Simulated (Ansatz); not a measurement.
**MgFe2Sn2, from a guessed structure to a relaxed one**

This structure for MgFe2Sn2 is made up. Its elements were placed in a known structure type with a cell scaled to their sizes. What cell does the guess relax to, and how far off was it?

Main program and level: Ansatz 0.2.0; DFT, PBEsol, plane-wave PAW, files of the set soft_1, scalar-relativistic, ferromagnetic start, cell and ions relaxed at zero pressure; PAW set soft_1, in the first sound run; inputs show where later runs differ.

### Step 1. Set-up

It takes space group I4/mmm (No. 139, tetragonal). The conventional cell has a = 3.999 Å, b = 3.999 Å, c = 10.790 Å, α = 90.00°, β = 90.00°, γ = 90.00°. Nearest to Sn lie 4 Fe at 2.34 Å and 1 Sn at 2.97 Å and 4 Mg at 3.19 Å. Nearest to Fe lie 4 Sn at 2.34 Å and 4 Fe at 2.83 Å and 4 Mg at 3.36 Å. Nearest to Mg lie 8 Sn at 3.19 Å and 8 Fe at 3.36 Å. Farther neighbours are not listed.

### Step 2. Relaxing cell and atoms

The guess takes its coordinates from another compound and its volume from a rule, so the cell and any free coordinates are relaxed together.

input.yaml reads:

```yaml
crystal:
  lattice:
    - [-1.9995, 1.9995, 5.395]
    - [1.9995, -1.9995, 5.395]
    - [1.9995, 1.9995, -5.395]
  atoms:
    - { symbol: Sn, position: [0.6378, 0.6378, 0.0] }
    - { symbol: Sn, position: [0.3622, 0.3622, 0.0] }
    - { symbol: Fe, position: [0.25, 0.75, 0.5], spin: 3.0 }
    - { symbol: Fe, position: [0.75, 0.25, 0.5], spin: 3.0 }
    - { symbol: Mg, position: [0.0, 0.0, 0.0] }
magnetization:
  spin_polarized: true
kpoints:
  mp_grid: { grid: [9, 9, 9] }
scf:
  occupations: { method: fermi_dirac, width: 0.05 }
hamiltonian:
  xc: pbesol
  pseudopotentials: { kind: paw, azcp: { folder: soft_1 }, xc_functional: pbe }
relax:
  f_tol: 0.015
  max_steps: 70
  cell: {}
output:
  forces: true
  stress: true
```

Started as:

```sh
> ansatz run input.yaml --threads 4 --pin off --max-ram 8192MiB --backend cpu --events-out ev --progress --plain --runs-dir out
```

Numbers of over 12 decimals in the logs are rounded to 6 here.

Output:

```text
basis.fft_grid_basis auto: the FFT boxes are laid along the combinations [[1, 0, 1], [0, 1, 1], [0, 0, 1]] of the cell's own vectors, 3.999, 3.999 and 6.091 Å long. The dense box has 27×27×45 points. Along the cell's own vectors, as sized, it would have 45×45×45, 2.78 times as many. Of the 16 symmetry operations that the crystal satisfies within crystal.symmetry.tolerance (time reversal apart; of a slab, those that k [...]
Engine: ansatz 0.2.0, aarch64-unknown-linux-gnu
Pseudopotentials: kind: paw
Pseudopotential: Sn, paw, valence charge 14, recommended cutoff 420 eV (normal), soft_1/Sn.paw.azcp
Pseudopotential: Fe, paw, valence charge 16, recommended cutoff 420 eV (normal), soft_1/Fe.paw.azcp
Pseudopotential: Mg, paw, valence charge 10, recommended cutoff 420 eV (normal), soft_1/Mg.paw.azcp
Functional definition: PBEsol
  exchange = pbesol_x
  correlation = pbesol_c
Crystal: 5 atoms, lattice volume = 86.277 Å³
Basis set: ecut = 420 eV, 1663 PW (Γ), FFT grids on a1+a3, a2+a3, a3, exchange–correlation on 54×54×90 points (8 copies of the dense FFT grid, shifted against one another)
Bands: 46, of which v1, the nominal top of the filled ones, is band 35 counted from 1 (34 counted from 0)
Symmetry: 16 space group operations
Space group: I4/mmm (ITA 139), of the structure as read, at distance tolerance 4.4e-5 Å
Magnetic group: BNS 139.531 (UNI 1191), of the structure as read, at distance tolerance 4.4e-5 Å
k-points: 75 of 729
Non-local potential: Sn, projectors of the file, l = 0: 2, l = 1: 2, l = 2: 2, l = 3: 1
Non-local potential: Fe, projectors of the file, l = 0: 3, l = 1: 2, l = 2: 3, l = 3: 1
Non-local potential: Mg, projectors of the file, l = 0: 3, l = 1: 2, l = 2: 1
PAW form: soft (Blöchl's): semilocal exchange-correlation on the pseudo side does not see the compensation charge
PAW frozen core: Sn, regenerated for the run's functional, and the local potential with it (the file was generated under x = pbe(κ = 0.804, μ = 0.219515), c = pbe(β = 0.066725))
PAW frozen core: Fe, regenerated for the run's functional, and the local potential with it (the file was generated under x = pbe(κ = 0.804, μ = 0.219515), c = pbe(β = 0.066725))
PAW frozen core: Mg, regenerated for the run's functional, and the local potential with it (the file was generated under x = pbe(κ = 0.804, μ = 0.219515), c = pbe(β = 0.066725))
PAW one-centre angular grid: Sn, 590 points (default); XC on 64 Gauss nodes
PAW one-centre angular grid: Fe, 590 points (default); XC on 64 Gauss nodes
PAW one-centre angular grid: Mg, 110 points (default); XC on 64 Gauss nodes
Initial density: superposition of atomic densities (chi_scale 0.1, normalization cell, long waves kept (reshape's long-wave potential 0.01 eV rms))
Starting moments: Σ|m| = 6 μB on 2 of 5 sites
Initial wavefunctions: pseudopotential atomic-orbital guess
Functional: x = pbesol(κ = 0.804, μ = 0.123457), c = pbesol(β = 0.046)
SCF iter   1: F=—  HF=-22704.218827 eV  |F-HF|=—  |Δ(HF+E_count)|=         —  Δρ=3.49e-2 (↑3.49e-2 ↓2.54e-2)  dr2=2.48e0  dr2_m=1.42e-1  M=4.968 μB ∫|m|=5.447 μB  β_m=0.30  ethr=3.10e-3  ⟨swp⟩=7.2  Hψ=28012  notcnv=0  defer=30
Mixer restart at iter 1: flushing history
preconditioner: auto → Kerker (q_TF=auto, 2.635 Å⁻¹)  [metal: Δε(μ)=0.003 eV  Ē_g=15.287 eV  σ=0.050 eV  W_gap=0.01  n_scr=32 (ndim 8)  ℏωp=27.1 eV  f_vac=0.000  D(μ)=4.54/eV (n_scr^D=32)]
spin=Collinear: Kerker preconditioning applied to the charge; magnetization (m = ρ↑ − ρ↓) channel mixes plain (no charge-response kernel on spin).
SCF iter   2: F=—  HF=-22704.076746 eV  |F-HF|=—  |Δ(HF+E_count)|=   1.42e-1  Δρ=2.28e-2 (↑1.67e-2 ↓2.28e-2)  dr2=1.93e0  dr2_m=1.52e-1  M=4.702 μB ∫|m|=5.239 μB  β_m=0.42  ethr=3.10e-3  ⟨swp⟩=2.0  Hψ=9282  notcnv=0  defer=432
SCF iter   3: F=—  HF=-22705.236841 eV  |F-HF|=—  |Δ(HF+E_count)|=    1.16e0  Δρ=2.60e-2 (↑1.28e-2 ↓2.60e-2)  dr2=1.95e0  dr2_m=2.03e-1  M=4.415 μB ∫|m|=4.978 μB  β_m=0.25  ethr=2.75e-3  ⟨swp⟩=2.0  Hψ=7943  notcnv=0  defer=434
SCF iter   4: F=—  HF=-22705.843690 eV  |F-HF|=—  |Δ(HF+E_count)|=   6.07e-1  Δρ=2.16e-2 (↑1.41e-2 ↓2.16e-2)  dr2=1.37e0  dr2_m=1.80e-1  M=4.205 μB ∫|m|=4.769 μB  β_m=0.16  ethr=2.75e-3  ⟨swp⟩=2.0  Hψ=8639  notcnv=0  defer=427
SCF iter   5: F=—  HF=-22706.349274 eV  |F-HF|=—  |Δ(HF+E_count)|=   5.06e-1  Δρ=2.13e-2 (↑2.13e-2 ↓1.17e-2)  dr2=6.70e-1  dr2_m=1.16e-1  M=3.913 μB ∫|m|=4.470 μB  β_m=0.60  ethr=1.96e-3  ⟨swp⟩=2.1  Hψ=9188  notcnv=0  defer=425
SCF iter   6: F=—  HF=-22706.806445 eV  |F-HF|=—  |Δ(HF+E_count)|=   4.57e-1  Δρ=1.41e-2 (↑1.41e-2 ↓3.09e-3)  dr2=1.56e-1  dr2_m=4.80e-2  M=2.668 μB ∫|m|=3.239 μB  β_m=0.87  ethr=9.58e-4  ⟨swp⟩=3.5  Hψ=12247  notcnv=0  defer=435
SCF iter   7: F=—  HF=-22706.953656 eV  |F-HF|=—  |Δ(HF+E_count)|=         —  Δρ=2.17e-2 (↑2.17e-2 ↓2.00e-2)  dr2=1.45e-2  dr2_m=3.39e-1  M=1.728 μB ∫|m|=2.166 μB  β_m=0.87  ethr=2.22e-4  ⟨swp⟩=2.1  Hψ=9540  notcnv=0  defer=433
Mixer restart at iter 7: flushing history
SCF iter   8: F=—  HF=-22706.939865 eV  |F-HF|=—  |Δ(HF+E_count)|=   1.38e-2  Δρ=1.43e-2 (↑3.60e-3 ↓1.43e-2)  dr2=8.87e-2  dr2_m=6.09e-2  M=1.579 μB ∫|m|=1.945 μB  β_m=0.93  ethr=2.07e-5  ⟨swp⟩=2.5  Hψ=13706  notcnv=0  defer=433
SCF iter   9: F=—  HF=-22706.991045 eV  |F-HF|=—  |Δ(HF+E_count)|=   5.12e-2  Δρ=1.27e-2 (↑1.27e-2 ↓4.87e-3)  dr2=1.73e-1  dr2_m=1.30e-2  M=1.514 μB ∫|m|=1.823 μB  β_m=0.80  ethr=2.07e-5  ⟨swp⟩=3.0  Hψ=16061  notcnv=0  defer=419
SCF iter  10: F=—  HF=-22706.936967 eV  |F-HF|=—  |Δ(HF+E_count)|=   5.41e-2  Δρ=9.98e-4 (↑7.13e-4 ↓9.98e-4)  dr2=5.35e-3  dr2_m=7.76e-5  M=1.467 μB ∫|m|=1.757 μB  β_m=0.84  ethr=2.07e-5  ⟨swp⟩=2.6  Hψ=14446  notcnv=0  defer=427
SCF iter  11: F=—  HF=-22706.936240 eV  |F-HF|=—  |Δ(HF+E_count)|=   7.26e-4  Δρ=9.78e-4 (↑4.00e-4 ↓9.78e-4)  dr2=1.24e-3  dr2_m=7.98e-5  M=1.478 μB ∫|m|=1.761 μB  β_m=0.92  ethr=7.64e-6  ⟨swp⟩=2.0  Hψ=8805  notcnv=0  defer=424
SCF iter  12: F=—  HF=-22706.936424 eV  |F-HF|=—  |Δ(HF+E_count)|=   1.84e-4  Δρ=3.37e-4 (↑1.82e-4 ↓3.37e-4)  dr2=1.76e-4  dr2_m=6.10e-6  M=1.484 μB ∫|m|=1.770 μB  β_m=0.85  ethr=1.77e-6  ⟨swp⟩=2.0  Hψ=8104  notcnv=0  defer=424
SCF iter  13: F=—  HF=-22706.936416 eV  |F-HF|=—  |Δ(HF+E_count)|=   7.60e-6  Δρ=3.65e-5 (↑3.16e-5 ↓3.65e-5)  dr2=9.42e-6  dr2_m=7.87e-8  M=1.487 μB ∫|m|=1.773 μB  β_m=0.93  ethr=2.52e-7  ⟨swp⟩=2.4  Hψ=9917  notcnv=0  defer=424
SCF iter  14: F=—  HF=-22706.936417 eV  |F-HF|=—  |Δ(HF+E_count)|=   5.26e-7  Δρ=3.09e-5 (↑3.09e-5 ↓1.63e-5)  dr2=2.61e-6  dr2_m=5.94e-8  M=1.487 μB ∫|m|=1.774 μB  β_m=0.96  ethr=1.35e-8  ⟨swp⟩=1.3  Hψ=6967  notcnv=0  defer=424
[...]
relax step   7: F+E_penalty+E_count = -22708.28157190 eV  Δ(F+E_penalty+E_count) = -1.226e-2 eV  max|allowed force component| = 3.184e-2 eV/Å  Δτ_max = 0.0045 Å  P = -0.441 GPa  Ω = 92.130 Å³  energy of the carried Pulay correction = -1.832e-3 eV  (10 SCF iters, dr2 threshold 5.00e-7 eV, accepted)
relax step   8: F+E_penalty+E_count = -22708.28242969 eV  Δ(F+E_penalty+E_count) = -8.578e-4 eV  max|allowed force component| = 1.255e-2 eV/Å  Δτ_max = 0.0006 Å  P = +0.096 GPa  Ω = 91.563 Å³  energy of the carried Pulay correction = -1.659e-3 eV  (8 SCF iters, dr2 threshold 5.00e-7 eV, accepted)
relax step   9: F+E_penalty+E_count = -22708.28243725 eV  Δ(F+E_penalty+E_count) = -7.567e-6 eV  max|allowed force component| = 2.633e-4 eV/Å  Δτ_max = 0.0004 Å  P = +0.002 GPa  Ω = 91.655 Å³  energy of the carried Pulay correction = -1.687e-3 eV  (8 SCF iters, dr2 threshold 2.59e-8 eV, accepted)
relax step  10: F+E_penalty+E_count = -22708.31084037 eV  Δ(F+E_penalty+E_count) = -2.840e-2 eV  max|allowed force component| = 4.316e-3 eV/Å  Δτ_max = 0.0000 Å  P = +0.532 GPa  Ω = 91.655 Å³  stress off target by 1.45e0 GPa  SCF on the basis re-selected at this cell (its energy is not comparable with the rows above)  (11 SCF iters)
relax step  11: F+E_penalty+E_count = -22708.31742894 eV  Δ(F+E_penalty+E_count) = -6.589e-3 eV  max|allowed force component| = 1.215e-2 eV/Å  Δτ_max = 0.0001 Å  P = +0.167 GPa  Ω = 91.846 Å³  energy of the carried Pulay correction = -5.496e-5 eV  (9 SCF iters, dr2 threshold 5.00e-7 eV, accepted)
relax step  12: F+E_penalty+E_count = -22708.31817948 eV  Δ(F+E_penalty+E_count) = -7.505e-4 eV  max|allowed force component| = 2.152e-2 eV/Å  Δτ_max = 0.0020 Å  P = +0.044 GPa  Ω = 91.858 Å³  energy of the carried Pulay correction = -5.861e-5 eV  (8 SCF iters, dr2 threshold 5.00e-7 eV, accepted)
relax step  13: F+E_penalty+E_count = -22708.31820491 eV  Δ(F+E_penalty+E_count) = -2.542e-5 eV  max|allowed force component| = 5.538e-4 eV/Å  Δτ_max = 0.0013 Å  P = +0.001 GPa  Ω = 91.925 Å³  energy of the carried Pulay correction = -7.787e-5 eV  (7 SCF iters, dr2 threshold 2.89e-8 eV, accepted)
iter 1 solved again at ethr=5.92e-8 eV; its pass at ethr=3.10e-3 eV (dr2=4.15e-5 eV) is discarded
SCF iter   1: F=—  HF=-22708.318278 eV  |F-HF|=—  |Δ(HF+E_count)|=         —  Δρ=7.00e-5 (↑6.91e-5 ↓7.00e-5)  dr2=3.92e-7  dr2_m=1.96e-7  M=4.351 μB ∫|m|=4.869 μB  β_m=0.65  ethr=5.92e-8  ⟨swp⟩=4.0  Hψ=50358  notcnv=0
spin=Collinear: Kerker preconditioning applied to the charge; magnetization (m = ρ↑ − ρ↓) channel mixes plain (no charge-response kernel on spin).
SCF iter   2: F=—  HF=-22708.318288 eV  |F-HF|=—  |Δ(HF+E_count)|=   9.93e-6  Δρ=2.49e-5 (↑2.47e-5 ↓2.49e-5)  dr2=4.94e-8  dr2_m=2.34e-8  M=4.351 μB ∫|m|=4.869 μB  β_m=0.65  ethr=5.60e-10  ⟨swp⟩=2.0  Hψ=10830  notcnv=0
SCF iter   3: F=—  HF=-22708.318290 eV  |F-HF|=—  |Δ(HF+E_count)|=   1.48e-6  Δρ=2.13e-6 (↑1.95e-6 ↓2.13e-6)  dr2=1.47e-9  dr2_m=2.22e-9  M=4.351 μB ∫|m|=4.870 μB  β_m=0.82  ethr=7.06e-11  ⟨swp⟩=2.0  Hψ=10427  notcnv=0
SCF iter   4: F=—  HF=-22708.318292 eV  |F-HF|=—  |Δ(HF+E_count)|=   2.02e-6  Δρ=1.29e-6 (↑4.26e-7 ↓1.29e-6)  dr2=2.19e-9  dr2_m=2.02e-10  M=4.351 μB ∫|m|=4.870 μB  β_m=0.89  ethr=2.09e-12  ⟨swp⟩=2.0  Hψ=12291  notcnv=0
SCF iter   5: F=—  HF=-22708.318292 eV  |F-HF|=—  |Δ(HF+E_count)|=  7.09e-10  Δρ=6.37e-7 (↑6.37e-7 ↓2.45e-7)  dr2=3.75e-10  dr2_m=1.08e-10  M=4.351 μB ∫|m|=4.870 μB  β_m=0.94  ethr=2.09e-12  ⟨swp⟩=2.0  Hψ=12295  notcnv=0
SCF iter   6: F=—  HF=-22708.318292 eV  |F-HF|=—  |Δ(HF+E_count)|=  1.71e-10  Δρ=8.57e-8 (↑8.05e-8 ↓8.57e-8)  dr2=7.23e-11  dr2_m=2.36e-13  M=4.351 μB ∫|m|=4.870 μB  β_m=0.91  ethr=1.00e-12  ⟨swp⟩=3.0  Hψ=12277  notcnv=0
SCF iter   7: F=—  HF=-22708.318292 eV  |F-HF|=—  |Δ(HF+E_count)|=  2.18e-11  Δρ=2.91e-8 (↑2.09e-8 ↓2.91e-8)  dr2=3.26e-12  dr2_m=2.83e-13  M=4.351 μB ∫|m|=4.870 μB  β_m=0.93  ethr=1.00e-12  ⟨swp⟩=1.0  Hψ=6900  notcnv=0
SCF iter   8: F=—  HF=-22708.318292 eV  |F-HF|=—  |Δ(HF+E_count)|=  1.46e-11  Δρ=1.59e-7 (↑6.06e-8 ↓1.59e-7)  dr2=6.16e-11  dr2_m=2.25e-12  M=4.351 μB ∫|m|=4.870 μB  β_m=0.97  ethr=1.00e-12  ⟨swp⟩=1.0  Hψ=6900  notcnv=0
SCF iter   9: F=-22708.318292 eV  HF=-22708.318292 eV  |F-HF|=1.46e-11  |Δ(HF+E_count)|=    0.00e0  Δρ=8.04e-8 (↑3.09e-8 ↓8.04e-8)  dr2=1.58e-11  dr2_m=5.69e-13  M=4.351 μB ∫|m|=4.870 μB  ethr=1.00e-12  ⟨swp⟩=2.0  Hψ=18255  notcnv=0
SCF 14 converged in 9 iterations: F = -22708.318292 eV  dr2 = 1.58e-11
relax step  14: F+E_penalty+E_count = -22708.31829175 eV  Δ(F+E_penalty+E_count) = -8.684e-5 eV  max|allowed force component| = 5.445e-4 eV/Å  Δτ_max = 0.0000 Å  P = -0.001 GPa  Ω = 91.925 Å³  stress off target by 2.53e-3 GPa  SCF on the basis re-selected at this cell (its energy is not comparable with the rows above)  (9 SCF iters)
basis re-selected at this cell: Δ(F+E_penalty+E_count) = -8.684e-5 eV, ΔP = -0.001 GPa vs the last step (what re-selecting the basis moved, of the pressure what is left beyond the Pulay correction that the steps carried, after the strain that the cell walked since its last selection, with what the two solves' SCF thresholds leave and, on support functions, any second-order correction that the steps lacked; it is no m [...]
SCF converged after 9 iterations
Magnetization: 4.3513 μB (37.1756 up, 32.8244 down)
Absolute magnetization: 4.8802 μB (∫|ρ↑−ρ↓|, with the PAW one-centre terms)
Spin contamination: 0.2040 ħ² per cell (⟨S²⟩ above its minimum at these occupations)
Per-site moments (μB) at R_I (Å): [(-0.038947, 1.066609), (-0.038947, 1.066609), (2.233545, 1.066609), (2.233545, 1.066609), (0.030614, 1.254880)]
Free energy (F): -22708.318292 eV
Harris-Foulkes:  -22708.318292 eV  (|F-HF|=1.46e-11)
Internal energy: -22708.295817 eV  (E = F + TS)
E sigma→0 (E₀):  -22708.307055 eV
Entropy (-TS):   -0.022474 eV (-4.495 meV/atom)
Fermi energy:    12.673201 eV
--- Per-component energies (eV) ---
  E_band       = -1021.212035
  E_kinetic    = 1071.942918
  E_local      = -9610.954322  (includes V_loc(G=0)·N_el)
  E_nonlocal   = 1079.416229
  E_hartree    = 4132.602752
  E_xc         = -495.543866
  E_vxc        = -478.600018  (∫ρ·V_xc dr)
  E_paw        = -11589.278123  (= ΣΔE_a)
  E_vpaw       = -1348.220502  (= ΣTr[D̂ρ^β])
  E_aug_tail   = -0.001454  (compensation charges beyond the density's cutoff)
  E_ewald      = -7297.466897
  E_core_change = 0.986945  (= ΣΔE_core)
  E_smearing   = -0.022474  (= −TS)
  E_closure    = -0.000000  (closes the sum)
  Σ components = -22708.318292   (vs F -22708.318292, Δ=0.00e0)
--- Forces (eV/Å), atoms counted from 1 ---
  atom   1  Sn     0.00000000     0.00000000     0.00054450
  atom   2  Sn     0.00000000     0.00000000    -0.00054450
  atom   3  Fe     0.00000000    -0.00000000     0.00000000
  atom   4  Fe     0.00000000    -0.00000000     0.00000000
  atom   5  Mg    -0.00000000     0.00000000     0.00000000
  max |Σ_I F_I| component: 7.59e-19 eV/Å
--- Stress (GPa, compression-positive) ---
       -0.002076       0.000000      -0.000000
        0.000000      -0.002076      -0.000000
        0.000000      -0.000000       0.002528
  P = ⅓ Tr σ = -0.0005 GPa (-0.005 kbar)
--- Relaxed structure (12 steps of the walk, 12 accepted, 2 SCFs on fresh bases) ---
  F+E_penalty+E_count = -22708.31829175 eV   max|allowed force component| = 5.445e-4 eV/Å   (the final SCF, on the basis selected at the relaxed cell)
  cell:  # Å, volume = 91.9247 Å³
    - [-1.891995, 1.891995, 6.419957]
    - [1.891995, -1.891995, 6.419957]
    - [1.891995, 1.891995, -6.419957]
  atoms:
    - { symbol: Sn, position: [0.612735, 0.612735, 0] }
    - { symbol: Sn, position: [0.387265, 0.387265, 0] }
    - { symbol: Fe, position: [0.250000, 0.75, 0.5] }
    - { symbol: Fe, position: [0.75, 0.250000, 0.5] }
    - { symbol: Mg, position: [-1.6720226274475253e-18, -1.6720226274475255e-18, 0] }
```

Wall time 3 min (4 threads of Arm Neoverse V1, shared host); peak memory 0.74 GiB.

Step by step:

| step | energy less that of the first step (eV) | largest force component (eV/Å) | pressure (GPa) | volume (Å³) |
| --- | --- | --- | --- | --- |
| 1 | 0.0000 | 3.4927 | 15.78 | 86.28 |
| 2 | -0.4908 | 1.4069 | 9.22 | 87.72 |
| 3 | -0.8683 | 0.6260 | 2.40 | 93.37 |
| 4 | -1.0722 | 0.3021 | 0.05 | 94.89 |
| 5 | -1.2421 | 0.2492 | -0.80 | 94.30 |
| 6 | -1.3329 | 0.0441 | -0.20 | 92.48 |
| 7 | -1.3452 | 0.0318 | -0.44 | 92.13 |
| 8 | -1.3460 | 0.0126 | 0.10 | 91.56 |
| 9 | -1.3460 | 0.0003 | 0.00 | 91.65 |
| 10* | -1.3744 | 0.0043 | 0.53 | 91.65 |
| 11 | -1.3810 | 0.0122 | 0.17 | 91.85 |
| 12 | -1.3818 | 0.0215 | 0.04 | 91.86 |
| 13 | -1.3818 | 0.0006 | 0.00 | 91.92 |
| 14* | -1.3819 | 0.0005 | 0.00 | 91.92 |

Relaxation steps marked * repeat the geometry before them on a plane-wave basis chosen anew for their cell, so energy and pressure can jump there.

Forces are held to the 16 operations that the run works with; a distortion that breaks them can't arise in this run.

| cell as run | before | after | change |
| --- | --- | --- | --- |
| a (Å) | 6.091 | 6.955 | +14.2 % |
| b (Å) | 6.091 | 6.955 | +14.2 % |
| c (Å) | 6.091 | 6.955 | +14.2 % |
| α (°) | 141.67 | 148.43 | +4.8 % |
| β (°) | 141.67 | 148.43 | +4.8 % |
| γ (°) | 55.32 | 45.25 | -18.2 % |
| volume (Å³/atom) | 17.26 | 18.38 | +6.5 % |

The atoms that moved most (Å, as changes of fractional coordinates times the final cell):

| atom | dx | dy | dz | length |
| --- | --- | --- | --- | --- |
| Sn1 | 0.000 | 0.000 | -0.322 | 0.322 |
| Sn2 | 0.000 | 0.000 | 0.322 | 0.322 |

Final coordinates:

```cif
data_structure
_symmetry_space_group_name_H-M 'P 1'
_symmetry_Int_Tables_number 1
_cell_length_a 6.9552
_cell_length_b 6.9552
_cell_length_c 6.9552
_cell_angle_alpha 148.430
_cell_angle_beta 148.430
_cell_angle_gamma 45.250
_cell_volume 91.92
loop_
_atom_site_label
_atom_site_type_symbol
_atom_site_fract_x
_atom_site_fract_y
_atom_site_fract_z
_atom_site_occupancy
Sn1 Sn 0.61274 0.61274 0.00000 1
Sn2 Sn 0.38726 0.38726 0.00000 1
Fe3 Fe 0.25000 0.75000 0.50000 1
Fe4 Fe 0.75000 0.25000 0.50000 1
Mg5 Mg 0.00000 0.00000 0.00000 1
```

This step gave:

```yaml
free_energy: -22708.3183 eV
energy_at_zero_smearing: -22708.3071 eV
smearing_term_ts: 0.02247 eV
fermi_energy: 12.67 eV
magnetization: 4.351 μB
absolute_magnetization: 4.880 μB
site_moments: -0.03895, -0.03895, 2.234, 2.234, 0.03061 μB
electrons: 70
symmetry_operations: 16
pressure: -5.41e-4 GPa
```

Site moment by atom:

| atom | site moment (μB) |
| --- | --- |
| Sn1 | -0.04 |
| Sn2 | -0.04 |
| Fe3 | 2.23 |
| Fe4 | 2.23 |
| Mg5 | 0.03 |

Shortest distances by pair of elements, guess and relaxed (not always the same contact):

| pair | guess (Å) | relaxed (Å) |
| --- | --- | --- |
| Fe–Sn | 2.337 | 2.586 |
| Fe–Fe | 2.828 | 2.676 |
| Sn–Sn | 2.974 | 2.895 |
| Mg–Sn | 3.195 | 3.042 |
| Fe–Mg | 3.358 | 3.726 |

The relaxation ends with a largest force component of 5.5e-4 eV/Å and a pressure of 0.00 GPa.

[end of part 1 of 2]

[Logs are printed without paths, hosts, clocks, repeated set-up lines and the standing remarks that a program may print on its own settings, such as how far it seeks lower states.]

[Hosts, paths, dates, database ids (printed as entryN), source tags and the programs' standing remarks are cut or masked in the printed files.]
